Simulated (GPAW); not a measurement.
# Near-edge structure at the N K edge of wurtzite (GaN)₁₋ₓ(AlN)ₓ at x = 0.875, part 3 of 3

What does the N K edge look like in wurtzite (GaN)₁₋ₓ(AlN)ₓ at x = 0.875?

GPAW 26.7.0; X-ray absorption from dipole matrix elements to empty bands, plane-wave PAW LDA.

So far. Step 5 (Spectrum with XCH, N atom 2): Main maxima below 23 eV (height): 2.5 eV (1.85), 4.9 eV (2.31), 7.1 eV (1.91) and 20.8 eV (1.15). A K edge sees empty p states on the absorber. Step 5 (Spectrum with XCH, N atom 2): The total-energy difference is 403.52 eV. One term is added: -7.76 eV, since the hole is spin-paired here and a spin-polarised one costs that much less in the free atom (computed apart). The photon energy is then 395.76 eV.

## 7. Spectrum with XCH, Ga atom 15

The holes are 5.0 Å apart. The excited electron is kept in the cell, where it fills the lowest empty states and screens the hole. After the field has converged, empty bands are computed with the density fixed and the dipole matrix elements are summed.

The absorber has 3 N at 1.96 Å and 1 N at 1.98 Å (tetrahedral).

xas.py

```python
import numpy as np
from ase import Atoms
from ase.parallel import parprint, paropen
from gpaw import GPAW, PW, FermiDirac, Mixer, MixerDif, setup_paths
from gpaw.test import gen
setup_paths.insert(0, '.')
gen('Ga', name='fch1s', xcname='LDA', corehole=(1, 0, 1), write_xml=True)
from gpaw.mpi import world
world.barrier()

atoms = Atoms('AlNAlNAlNAlNAlNAlNAlNGaN',
    cell=[[6.24325, 0, 0],
     [0, 5.406813, 0],
     [0, 0, 5.007375]],
    scaled_positions=[[0.002035, 0.0015342, 0.0007886],
     [0.000695, 0.3338875, 0.1207723],
     [0.0023944, 0.3337892, 0.5002879],
     [0.0087849, 0.0047937, 0.6227179],
     [0.2501583, 0.5008672, 0.0008604],
     [0.2500442, 0.8329559, 0.1209818],
     [0.2507165, 0.8325444, 0.5000861],
     [0.2503383, 0.5016358, 0.6202775],
     [0.4980644, 0.0016055, 0.0011354],
     [0.4996517, 0.334016, 0.1211407],
     [0.4982496, 0.3337994, 0.5007076],
     [0.4926733, 0.0047076, 0.6229298],
     [0.7502305, 0.4977314, 0.0011645],
     [0.750027, 0.8337093, 0.1060489],
     [0.7506385, 0.8335342, 0.5005528],
     [0.7503204, 0.4888633, 0.622688]],
    pbc=True)
atoms.calc = calc = GPAW(legacy_gpaw=True, mode=PW(500, force_complex_dtype=True), xc='LDA', setups={14: 'fch1s'},
    kpts={'size': (3, 3, 3), 'gamma': True}, occupations=FermiDirac(0.04),
    charge=-1, mixer=Mixer(0.1, 5, 50), maxiter=150,
    convergence={'density': 0.0001, 'eigenstates': 1e-6}, txt='scf.txt')
energy = atoms.get_potential_energy() + calc.get_reference_energy()
ef = calc.get_fermi_level()
out = dict(energy=energy, fermi=ef, forces=atoms.get_forces().tolist())
parprint(f'all-electron energy {energy:.4f} eV, Fermi level {ef:.4f} eV')
ev = np.array([[calc.get_eigenvalues(k, s) for k in range(len(calc.get_ibz_k_points()))] for s in range(calc.get_number_of_spins())])
out['homo'], out['lumo'], out['counts'] = ev[ev < ef].max(), ev[ev > ef].min(), sorted(set((ev < ef).sum((0, 2)).tolist()))
out['filled'] = (ev[:, 0] < ef).sum(1).tolist()

from ase.units import Ha
from gpaw.xas import dipole_matrix_elements
nb = int(calc.get_number_of_electrons() / 2) + 88
top, nb = nb, nb + 8 + nb // 12
nscf = calc.fixed_density(kpts={'size': (4, 4, 5), 'gamma': True}, nbands=nb,
    convergence={'bands': top, 'eigenstates': 5e-3}, maxiter=60, txt='nscf.txt')
cell = atoms.cell.array
ops = [cell.T @ U.T @ np.linalg.inv(cell.T) for U in nscf.wfs.kd.symmetry.op_scc]
filled = [32]  # bands filled in the ground state, by spin
E = np.arange(-6, 30, 0.1)
fwhm = np.interp(E, [4, 25], [1.82, 3.5])
Y, X, zero, highest = 0, 0, 1e9, 1e9
for spin in range(nscf.get_number_of_spins()):
    wfs = nscf.wfs
    mine = wfs.bd.get_slice()  # this rank's bands
    A = dipole_matrix_elements(wfs.setups[14])
    eps = np.zeros((wfs.kd.nibzkpts, nb))
    d = np.zeros((3, A.shape[1], wfs.kd.nibzkpts, nb), complex)
    for kpt in wfs.kpt_u:
        if kpt.s == spin and 14 in kpt.P_ani:
            eps[kpt.k, mine] = kpt.eps_n * Ha
            d[:, :, kpt.k, mine] = (kpt.weight * wfs.nspins / 2) ** 0.5 * np.inner(A, kpt.P_ani[14])
    world.sum(eps)
    world.sum(d)
    T = np.einsum('amkn,bmkn->abkn', d, d.conj()).real
    T = sum(np.einsum('ai,ijkn,bj->abkn', R, T, R) for R in ops) / len(ops)
    empty = np.ones_like(eps, bool) & (np.arange(nb) >= filled[spin])
    zero, highest = min(zero, eps[empty].min()), min(highest, eps[:, top - 1].min())
    lines = [(eps, T, empty)] if spin == 0 else lines + [(eps, T, empty)]
for eps, T, empty in lines:
    f = np.einsum('aakn->akn', T).reshape(3, -1)
    x = eps.ravel() - zero
    w = np.interp(x, E, fwhm) / 2.35482
    g = np.exp(-0.5 * ((E[:, None] - x) / w) ** 2) / (w * (2 * np.pi) ** 0.5)
    Y = Y + (f * empty.ravel()) @ g.T
    X = X + (f * ~empty.ravel()) @ g.T
out.update(E=E.round(2).tolist(), xas=Y.tolist(), xes=X.tolist(), zero=zero, valid=highest - zero, nk=len(eps), nb=nb)
for i in range(0, len(E), 10):
    parprint(f'{E[i]:7.2f}', *(f'{v:10.3e}' for v in Y[:, i]))
import json
with paropen('out.json', 'w') as f:
    json.dump(out, f)
```

Run with:

```bash
$ OMP_NUM_THREADS=1 mpirun -n 4 gpaw python xas.py
```

Numbers of over 12 decimals in the logs are rounded to 6 here.

What it wrote:

```text
Input parameters:
  charge: -1
  convergence: {density: 0.0001,
                eigenstates: 1e-06}
  kpts: {gamma: True,
         size: (3, 3, 3)}
  maxiter: 150
  mixer: {backend: pulay,
          beta: 0.1,
          method: separate,
          nmaxold: 5,
          weight: 50}
  mode: {ecut: 500.0,
         force_complex_dtype: True,
         name: pw}
  occupations: {fixmagmom: False,
[...]
*p    :     0.576803
*d    :     0.000000
--------------------------------

Diagonalizing with gridspacing h=0.050

state   all-electron     PAW
-------------------------------
4s:      -0.729245    -0.729478
4p:      -0.423197    -0.423398
*d:                   -0.111370
*f:                   -0.021469
-------------------------------
all-electron energy -100364.9293 eV, Fermi level 10.5019 eV
[...]
28.00  1.211e-07  1.267e-07  1.461e-07
  29.00  1.216e-07  1.274e-07  1.217e-07
[key lines of the parts left out:]
Converged after 18 iterations.
Dipole moment: (-4.275491, 1.699181, -7.350583) |e|*Ang
Free energy:   -130.498662
Fermi level: 10.50192
```

Wall time 76 s (4 MPI ranks of INTEL XEON PLATINUM 8581C at 2.10GHz (Emerald Rapids), shared host); peak memory 0.45 GiB.

The Ga K spectrum, Ga atom 15, excited-electron core hole (neutral cell) (energy from the bottom of the conduction band, which holds the excited electron; intensity scaled to a mean of 1 over the first 20 eV):

| E (eV) | isotropic | ε ∥ x | ε ∥ y | ε ∥ z |
| --- | --- | --- | --- | --- |
| -2.00 | 0.00 | 0.00 | 0.00 | 0.00 |
| -1.25 | 0.00 | 0.00 | 0.00 | 0.00 |
| -0.50 | 0.02 | 0.02 | 0.02 | 0.03 |
| 0.25 | 0.14 | 0.13 | 0.13 | 0.15 |
| 1.00 | 0.50 | 0.53 | 0.51 | 0.47 |
| 1.75 | 1.03 | 1.07 | 1.05 | 0.96 |
| 2.50 | 1.19 | 1.13 | 1.15 | 1.28 |
| 3.25 | 0.96 | 0.77 | 0.86 | 1.24 |
| 4.00 | 0.87 | 0.59 | 0.70 | 1.32 |
| 4.75 | 1.14 | 0.81 | 0.84 | 1.77 |
| 5.50 | 1.54 | 1.31 | 1.24 | 2.05 |
| 6.25 | 1.94 | 2.03 | 1.96 | 1.84 |
| 7.00 | 2.17 | 2.60 | 2.62 | 1.29 |
| 7.75 | 1.89 | 2.39 | 2.44 | 0.84 |
| 8.50 | 1.35 | 1.67 | 1.66 | 0.72 |
| 9.25 | 1.06 | 1.17 | 1.10 | 0.91 |
| 10.00 | 1.06 | 1.04 | 0.95 | 1.21 |
| 10.75 | 1.12 | 1.01 | 0.97 | 1.37 |
| 11.50 | 1.05 | 0.91 | 0.93 | 1.30 |
| 12.25 | 0.86 | 0.74 | 0.79 | 1.06 |
| 13.00 | 0.68 | 0.58 | 0.63 | 0.81 |
| 13.75 | 0.59 | 0.52 | 0.55 | 0.69 |
| 14.50 | 0.57 | 0.51 | 0.53 | 0.66 |
| 15.25 | 0.55 | 0.49 | 0.50 | 0.67 |
| 16.00 | 0.55 | 0.48 | 0.49 | 0.70 |
| 16.75 | 0.61 | 0.53 | 0.53 | 0.76 |
| 17.50 | 0.71 | 0.65 | 0.66 | 0.83 |
| 18.25 | 0.82 | 0.80 | 0.83 | 0.83 |
| 19.00 | 0.88 | 0.92 | 0.95 | 0.76 |
| 19.75 | 0.88 | 0.97 | 0.98 | 0.68 |
| 20.50 | 0.84 | 0.96 | 0.93 | 0.63 |
| 21.25 | 0.79 | 0.91 | 0.84 | 0.61 |
| 22.00 | 0.71 | 0.83 | 0.73 | 0.57 |
| 22.75 | 0.63 | 0.73 | 0.64 | 0.53 |
| 23.50 | 0.58 | 0.64 | 0.58 | 0.51 |

Main maxima below 23 eV (height): 2.4 eV (1.20), 7.0 eV (2.17), 10.8 eV (1.12) and 19.4 eV (0.89). 

The energy difference (zero at 10383 eV) isn't read as a photon energy: for so heavy an absorber the terms left out (the hole's spin, the functional's error) amount to tens of eV or more.

## 8. Outcome

* absorber and edge: N K, atom 2 of the ground-state input (counted from 1)
* surroundings: 4 Al at 1.89 Å (tetrahedral)
* highest intensity below 16 eV: 4.9 eV above the zero, height 2.31
* photon energy of the zero, with the added terms: 395.8 eV (raw 403.5 eV; LDA puts this hole about 4 eV below PBE, itself good to a few eV)

In words: The N K edge of atom 2, with 4 Al at 1.89 Å (tetrahedral), has its highest intensity of the first 16 eV at 4.9 eV above the zero, near 401 eV in photon energy (LDA puts this hole about 4 eV below PBE, itself good to a few eV), 2.3 times the mean level of the first 20 eV (Gaussian full width 0.9 eV up to 4 eV, rising linearly to 3.5 eV at 25 eV). At the N K edge of atom 2 polarisation matters most near 4.7 eV, where the curves differ by 0.9 on this scale. The holes are only 5.0 Å apart, so the shape is probably not converged with cell size; no larger cell was run here. The mesh is coarse (0.29 Å⁻¹ between points), so small maxima may be mesh ripples. Lifetime broadening is put in by hand, and intensities beyond about 20 eV depend on it and on the partial waves.

[Banner, clock and machine lines of the logs are left out without a mark of their own.]

[Logs are printed without paths, hosts, clocks, repeated set-up lines and the standing remarks that a program may print on its own settings, such as how far it seeks lower states.]

[Hosts, paths, dates, database ids (printed as entryN), source tags and the programs' standing remarks are cut or masked in the printed files.]

[Lists of maxima count a maximum above −3 eV only where it reaches 4 % of the highest in the window and stands out from its surroundings by 2 % of it (1.5 % where it reaches 55 %); shoulders and weaker maxima are passed over, and of the rest the first, up to two pre-edge ones and the few strongest are named.]
